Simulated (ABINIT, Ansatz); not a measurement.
# YbP (Fm-3m): from the cell to the phonon bands, part 2 of 4

How does YbP (Fm-3m) vibrate, and is this structure a minimum?

ABINIT 10.8.3; DFT PBEsol, scalar-relativistic, plane waves, PseudoDojo norm-conserving, 4f in core pseudopotentials (the lanthanide files made for PBE).

So far. Step 3 (Relaxing the cell and atoms): The volume changes by -3.6 % in this run and stands -3.6 % from the first cell. Step 4 (Self-consistent run for the response): The cell stands at -3.6 GPa: the relaxation ran with a smoothed and higher cutoff, and the difference is a stress of the finite basis. A stress of this size shows a cutoff too low for these files. The relaxed cell has a = 5.484 Å (conventional setting).

### 5. Zone-centre response

At q = 0 one unit cell holds all displacements. The response is solved for single atoms along the cell's directions, and symmetry skips those that follow from others. The crystal is treated as a metal, which screens a static field, so no field response is asked.

Contents of dfpt_gamma.abi:

```

# common to the responses
getwfk_filepath "gso_WFK"
kptopt 2
nqpt 1
qpt 0.0 0.0 0.0
asr 0
chneut 0

# displacements
rfphon 1
rfatpol 1 2
rfdir 1 1 1
tolvrs 1.0d-10
prtwf 0
prtpot 1

# basis, mesh and filling
ecut 19.0
ixc -116133
ngkpt 8 8 8
nshiftk 1
shiftk 0.0 0.0 0.0
istwfk *1
occopt 7
tsmear 0.01
nband 14
nstep 100
diemac 1000000.0
prtebands 0
prtgsr 0

# cell and atoms
acell 3*1.0 Angstrom
rprim 
    0.0 2.742088766 2.742088766
    2.742088766 0.0 2.742088766
    2.742088766 2.742088766 0.0
ntypat 2
znucl 70 15
natom 2
typat 1 2
xred 
    0.5 0.5 0.5
    0.0 0.0 0.0
pp_dirpath "./pseudo"
pseudos "Yb.upf, P.upf"
```

On the command line:

```sh
> OMP_NUM_THREADS=1 mpirun -n 4 abinit dfpt_gamma.abi > dfpt_gamma.log
```

Numbers of over 12 decimals in the logs are rounded to 6 here.

dfpt_gamma.abo, the main output file:

```text
[banners, grids, parts of the stress and lines that vanish by symmetry left out]
- input  file    -> dfpt_gamma.abi
- output file    -> dfpt_gamma.abo
- root for input  files -> dfpt_gammai
- root for output files -> dfpt_gammao

 Symmetries : space group Fm -3 m (#225); Bravais cF (face-center cubic)
================================================================================
 Values of the parameters that define the memory need of the present run (RF).
     intxc =       0      iscf =       7    lmnmax =       8     lnmax =       8
     mgfft =      30  mpssoang =       4    mqgrid =    3001     natom =       2
  nloc_mem =       1    nspden =       1   nspinor =       1    nsppol =       1
      nsym =      48    n1xccc =    2501    ntypat =       2    occopt =       7
   xclevel =       2
-    mband =          14        mffmem =           1         mkmem =          65
-   mkqmem =          65        mk1mem =          65           mpw =        1124
      nfft =       27000          nkpt =         260
- my_mband =          14
================================================================================
================================================================================

--------------------------------------------------------------------------------
------------- Echo of variables that govern the present computation ------------
--------------------------------------------------------------------------------
-
- outvars: echo of selected default values
-   iomode0 =  0 , fftalg0 =312 , wfoptalg0 =  0
-
- outvars: echo of global parameters not present in the input file
-  max_nthreads =    1
-
 -outvars: echo values of preprocessed input variables
 [... echo left out ...]
================================================================================

 chkinp: Checking input parameters for consistency.

[...]
== DATASET  1 ==================================================================
-   mpi_nproc: 4, omp_nthreads: 1 (-1 if OMP is not activated)

--- !DatasetInfo
iteration_state: {dtset: 1, }
dimensions: {natom: 2, nkpt: 260, mband: 14, nsppol: 1, nspinor: 1, nspden: 1, mpw: 1124, }
cutoff_energies: {ecut:  19.0, pawecutdg:  -1.0, }
electrons: {nelect:   1.60000000E+01, charge:   0.00000000E+00, occopt:   7.00000000E+00, tsmear:   1.00000000E-02, }
meta: {optdriver: 1, rfphon: 1, }
...

 mkfilename: getwfk from: gso_WFK

 Real(R)+Recip(G) space primitive vectors, cartesian coordinates (Bohr,Bohr^-1):
 R(1)=  0.0000000  5.1817968  5.1817968  G(1)= -0.0964916  0.0964916  0.0964916
 R(2)=  5.1817968  0.0000000  5.1817968  G(2)=  0.0964916 -0.0964916  0.0964916
 R(3)=  5.1817968  5.1817968  0.0000000  G(3)=  0.0964916  0.0964916 -0.0964916
 Unit cell volume ucvol=  2.7827304E+02 bohr^3
 Angles (23,13,12)=  6.00000000E+01  6.00000000E+01  6.00000000E+01 degrees
 setup1 : take into account q-point for computing boxcut.

 getcut: wavevector=  0.0000  0.0000  0.0000  ngfft=  30  30  30
         ecut(hartree)=     19.000   => boxcut(ratio)=   2.08865

--- Pseudopotential description ------------------------------------------------
- pspini: atom type   1  psp file is ./pseudo/Yb.upf

- pspini: atom type   2  psp file is ./pseudo/P.upf

   5.55607115E+02                                ecore*ucvol(ha*bohr**3)
--------------------------------------------------------------------------------

 ==>  initialize data related to q vector <==

 The list of irreducible perturbations for this q vector is:
    1)    idir= 1    ipert=   1
    2)    idir= 1    ipert=   2

[...]
The perturbation idir=   2  ipert=   1 is
 symmetric of a previously calculated perturbation.
 So, its SCF calculation is not needed.

 The perturbation idir=   3  ipert=   1 is
 symmetric of a previously calculated perturbation.
 So, its SCF calculation is not needed.

 The perturbation idir=   2  ipert=   2 is
 symmetric of a previously calculated perturbation.
 So, its SCF calculation is not needed.

 The perturbation idir=   3  ipert=   2 is
 symmetric of a previously calculated perturbation.
 So, its SCF calculation is not needed.

--------------------------------------------------------------------------------
 Perturbation wavevector (in red.coord.)   0.000000  0.000000  0.000000
 Perturbation : displacement of atom   1   along direction   1
 Found     4 symmetries that leave the perturbation invariant.

[...]
dfpt_looppert : total number of electrons, from k and k+q
  fully or partially occupied states are    1.600000E+01 and    1.600000E+01.
 Initialisation of the first-order wave-functions :
  ireadwf=   0

--- !BeginCycle
iteration_state: {dtset: 1, }
solver: {iscf: 7, nstep: 100, nline: 4, wfoptalg: 0, }
tolerances: {tolvrs: 1.00E-10, }
...

     iter   2DEtotal(Ha)        deltaE(Ha) residm    vres2
-ETOT  1   4.130764     -1.321E+03 4.275E+00 4.307E+02
 ETOT  2   3.413087     -7.177E-01 4.248E-02 1.763E+01
 ETOT  3   3.398624     -1.446E-02 7.393E-04 3.054E-01
 ETOT  4   3.398447     -1.771E-04 3.208E-05 2.393E-02
 ETOT  5   3.398436     -1.109E-05 8.982E-07 4.248E-04
[...]
At SCF step    9       vres2   =  1.05E-11 < tolvrs=  1.00E-10 =>converged.
[...]
Mean square residual over all n,k,spin=   68.865E-16; max=  20.150E-13

 Thirteen components of 2nd-order total energy (hartree) are
 1,2,3: 0th-order hamiltonian combined with 1st-order wavefunctions
     kin0=   7.62849921E+02 eigvalue=   1.50847771E+02  local=  -3.88894751E+02
 4,5,6: 1st-order hamiltonian combined with 1st and 0th-order wfs
 loc psp =  -1.90118592E+03  Hartree=   5.03154057E+02     xc=  -1.08089434E+02
 note that "loc psp" includes a xc core correction that could be resolved
 7,8,9: eventually, occupation + non-local contributions
    edocc=   2.62806374E+02     enl0=   1.39371264E+02   enl1=  -7.42904482E+02
 1-9 gives the relaxation energy (to be shifted if some occ is /=2.0)
   erelax=  -1.32204520E+03
 10,11,12 Non-relaxation  contributions : frozen-wavefunctions and Ewald
 fr.local=   8.63143482E+02 fr.nonlo=   3.74626928E+02  Ewald=   4.44601498E+01
 13,14 Frozen wf xc core corrections (1) and (2)
 frxc 1  =  -1.79245813E+02  frxc 2 =   2.22458892E+02
 Resulting in :
 2DEtotal=    0.3398435280E+01 Ha. Also 2DEtotal=    0.924761350331E+02 eV
    (2DErelax=   -1.3220452031E+03 Ha. 2DEnonrelax=    1.3254436384E+03 Ha)
    (  non-var. 2DEtotal :    3.3984357021E+00 Ha)

[...]
Perturbation wavevector (in red.coord.)   0.000000  0.000000  0.000000
 Perturbation : displacement of atom   2   along direction   1
 Found     4 symmetries that leave the perturbation invariant.

--------------------------------------------------------------------------------

--------------------------------------------------------------------------------

 dfpt_looppert : total number of electrons, from k and k+q
  fully or partially occupied states are    1.600000E+01 and    1.600000E+01.
 Initialisation of the first-order wave-functions :
  ireadwf=   0

--- !BeginCycle
iteration_state: {dtset: 1, }
solver: {iscf: 7, nstep: 100, nline: 4, wfoptalg: 0, }
tolerances: {tolvrs: 1.00E-10, }
...

     iter   2DEtotal(Ha)        deltaE(Ha) residm    vres2
-ETOT  1   4.349991     -1.896E+02 1.110E+00 1.421E+03
[...]
ETOT  8   3.395698     -3.183E-12 4.931E-12 1.916E-10
 ETOT  9   3.395698      1.592E-12 4.092E-13 7.147E-12

 At SCF step    9       vres2   =  7.15E-12 < tolvrs=  1.00E-10 =>converged.
[...]
Mean square residual over all n,k,spin=   15.983E-16; max=  40.925E-14

 Thirteen components of 2nd-order total energy (hartree) are
 1,2,3: 0th-order hamiltonian combined with 1st-order wavefunctions
     kin0=   1.54361441E+02 eigvalue=  -7.24385101E+00  local=  -1.01264945E+02
 4,5,6: 1st-order hamiltonian combined with 1st and 0th-order wfs
 loc psp =  -1.13357979E+02  Hartree=   4.66114474E+01     xc=  -1.62307701E+01
 note that "loc psp" includes a xc core correction that could be resolved
 7,8,9: eventually, occupation + non-local contributions
    edocc=   1.84697926E+01     enl0=   9.58557934E+01   enl1=  -2.67759837E+02
 1-9 gives the relaxation energy (to be shifted if some occ is /=2.0)
   erelax=  -1.90558908E+02
 10,11,12 Non-relaxation  contributions : frozen-wavefunctions and Ewald
 fr.local=   1.35324750E+01 fr.nonlo=   1.40786750E+02  Ewald=   4.44601498E+01
 13,14 Frozen wf xc core corrections (1) and (2)
 frxc 1  =  -1.80485790E+01  frxc 2 =   1.32238099E+01
 Resulting in :
 2DEtotal=    0.3395697573E+01 Ha. Also 2DEtotal=    0.924016382412E+02 eV
    (2DErelax=   -1.9055890781E+02 Ha. 2DEnonrelax=    1.9395460538E+02 Ha)
    (  non-var. 2DEtotal :    3.3956974323E+00 Ha)

[...]
---- first-order wavefunction calculations are completed ----

 ==> Compute Derivative Database <==

 [... matrices left out ...]
  Phonon wavevector (reduced coordinates) :  0.00000  0.00000  0.00000
 Phonon energies in Hartree :
  -2.281428E-06 -2.281428E-06 -2.281427E-06  1.149148E-03  1.149148E-03
   1.149148E-03
 Phonon frequencies in cm-1    :
- -5.007157E-01 -5.007156E-01 -5.007153E-01  2.522089E+02  2.522089E+02
-  2.522089E+02

== END DATASET(S) ==============================================================
================================================================================

 -outvars: echo values of variables after computation
            acell      1.8897261259E+00  1.8897261259E+00  1.8897261259E+00 Bohr
           etotal      3.3956975733E+00
            fcart      0.0000000000E+00  0.0000000000E+00  0.0000000000E+00
           strten      0.0000000000E+00  0.0000000000E+00  0.0000000000E+00
================================================================================
```

Elapsed: 26 s, on 4 MPI ranks of Arm Neoverse V2, shared host; 1.7 min of CPU time.

This step gave:

```yaml
largest_acoustic_frequency_at_the_zone_centre_before_the_sum_rule: -0.5 cm⁻¹
highest_optical_zone_centre_mode_no_lo_to_term: 252.2 cm⁻¹
lowest_optical_zone_centre_mode: 252.2 cm⁻¹
```

The acoustic modes at Γ come out as far as 0.5 cm⁻¹ from zero, where they should vanish, a small numerical error.

### 6. Phonons on a q mesh

Linear response treats each wavevector of the 2×2×2 mesh in the unit cell; the first-order potentials are kept for the electron-phonon matrix elements.

Contents of dfpt_q.abi:

```
ndtset 2

# wavevectors
qpt1 0.5 0.0 0.0
qpt2 0.5 0.5 0.0

# displacements
getwfk_filepath "gso_WFK"
getwfq_filepath "gso_WFK"
kptopt 3
nqpt 1
rfphon 1
rfatpol 1 2
rfdir 1 1 1
tolvrs 1.0d-10
prtwf 0
prtpot 1

# basis, mesh and filling
ecut 19.0
ixc -116133
ngkpt 8 8 8
nshiftk 1
shiftk 0.0 0.0 0.0
istwfk *1
occopt 7
tsmear 0.01
nband 14
nstep 100
diemac 1000000.0
prtebands 0
prtgsr 0

# cell and atoms
acell 3*1.0 Angstrom
rprim 
    0.0 2.742088766 2.742088766
    2.742088766 0.0 2.742088766
    2.742088766 2.742088766 0.0
ntypat 2
znucl 70 15
natom 2
typat 1 2
xred 
    0.5 0.5 0.5
    0.0 0.0 0.0
pp_dirpath "./pseudo"
pseudos "Yb.upf, P.upf"
```

On the command line:

```sh
> OMP_NUM_THREADS=1 mpirun -n 4 abinit dfpt_q.abi > dfpt_q.log
```

dfpt_q.abo, the main output file:

```text
[banners, grids, parts of the stress and lines that vanish by symmetry left out]
- input  file    -> dfpt_q.abi
- output file    -> dfpt_q.abo
- root for input  files -> dfpt_qi
[...]
DATASET    1 : space group Fm -3 m (#225); Bravais cF (face-center cubic)
[...]
nfft =       27000          nkpt =         512
[...]
DATASET    2 : space group Fm -3 m (#225); Bravais cF (face-center cubic)
[...]
nfft =       27000          nkpt =         512
[...]
== DATASET  1 ==================================================================
[...]
cutoff_energies: {ecut:  19.0, pawecutdg:  -1.0, }
[...]
Perturbation : displacement of atom   1   along direction   1
[...]
-ETOT  1   7.906866     -1.500E+03 3.284E+00 7.162E+02
 ETOT  2   7.202389     -7.045E-01 4.959E-02 3.334E+01
 ETOT  3   7.181882     -2.051E-02 7.538E-04 4.990E+00
 ETOT  4   7.180861     -1.021E-03 2.807E-05 2.249E-01
 ETOT  5   7.180824     -3.712E-05 7.337E-07 7.918E-03
[...]
At SCF step   10       vres2   =  9.50E-13 < tolvrs=  1.00E-10 =>converged.
[...]
Perturbation : displacement of atom   1   along direction   2
[...]
-ETOT  1   4.283283     -1.335E+03 4.119E+00 2.722E+02
[...]
At SCF step    8       vres2   =  5.89E-11 < tolvrs=  1.00E-10 =>converged.
[...]
Perturbation : displacement of atom   2   along direction   1
[...]
-ETOT  1   14.203247353401     -2.174E+02 1.245E+00 4.049E+04
[...]
At SCF step   10       vres2   =  1.67E-12 < tolvrs=  1.00E-10 =>converged.
[...]
Perturbation : displacement of atom   2   along direction   2
[...]
-ETOT  1   5.669735     -1.911E+02 1.068E+00 1.897E+03
[...]
At SCF step    9       vres2   =  3.75E-11 < tolvrs=  1.00E-10 =>converged.
[...]
Phonon wavevector (reduced coordinates) :  0.50000  0.00000  0.00000
 Phonon energies in Hartree :
[...]
Phonon frequencies in cm-1    :
-  1.028355E+02  1.028355E+02  1.591923E+02  2.679991E+02  2.679991E+02
-  3.230118E+02
[...]
== DATASET  2 ==================================================================
[...]
cutoff_energies: {ecut:  19.0, pawecutdg:  -1.0, }
[...]
Perturbation : displacement of atom   1   along direction   1
[...]
-ETOT  1   7.472937     -1.441E+03 3.568E+00 8.362E+03
[...]
At SCF step   10       vres2   =  4.22E-12 < tolvrs=  1.00E-10 =>converged.
[...]
Perturbation : displacement of atom   2   along direction   1
[...]
-ETOT  1   7.502787     -2.119E+02 1.145E+00 9.687E+03
[...]
ETOT  9   4.661087     -1.808E-11 5.973E-12 8.856E-10
 ETOT 10   4.661087     -1.080E-12 1.708E-13 6.646E-12
 At SCF step   10       vres2   =  6.65E-12 < tolvrs=  1.00E-10 =>converged.
[...]
Phonon wavevector (reduced coordinates) :  0.50000  0.50000  0.00000
 Phonon energies in Hartree :
[...]
Phonon frequencies in cm-1    :
-  8.615105E+01  8.615105E+01  1.072657E+02  2.604857E+02  2.604857E+02
-  2.965080E+02
[...]
strten1     0.0000000000E+00  0.0000000000E+00  0.0000000000E+00
           strten2     0.0000000000E+00  0.0000000000E+00  0.0000000000E+00
================================================================================
```

Run time: 4.6 min. Hardware: 4 MPI ranks; 18 min of CPU time.

Read from the output:

| Item | Value |
| --- | --- |
| lowest mode on the q mesh (acoustic ones at the zone centre apart) | 86.15 cm⁻¹ |

Frequencies (cm⁻¹) before the sum rule at the irreducible wavevectors but Γ, which is solved apart; negative means imaginary. Frequencies by wavevector:

```
q (fractions)  star  mode 1  mode 2  mode 3  mode 4  mode 5  mode 6
      0.5 0 0     4   102.8   102.8   159.2     268     268     323
    0.5 0.5 0     3   86.15   86.15   107.3   260.5   260.5   296.5
```

(Continued in part 3 of 4.)

[Host names and launcher messages were left out of these logs when they were recorded.]

[Logs are printed without paths, hosts, clocks, repeated set-up lines and the standing remarks that a program may print on its own settings, such as how far it seeks lower states.]

[Hosts, paths, dates, database ids (printed as entryN), source tags and the programs' standing remarks are cut or masked in the printed files.]
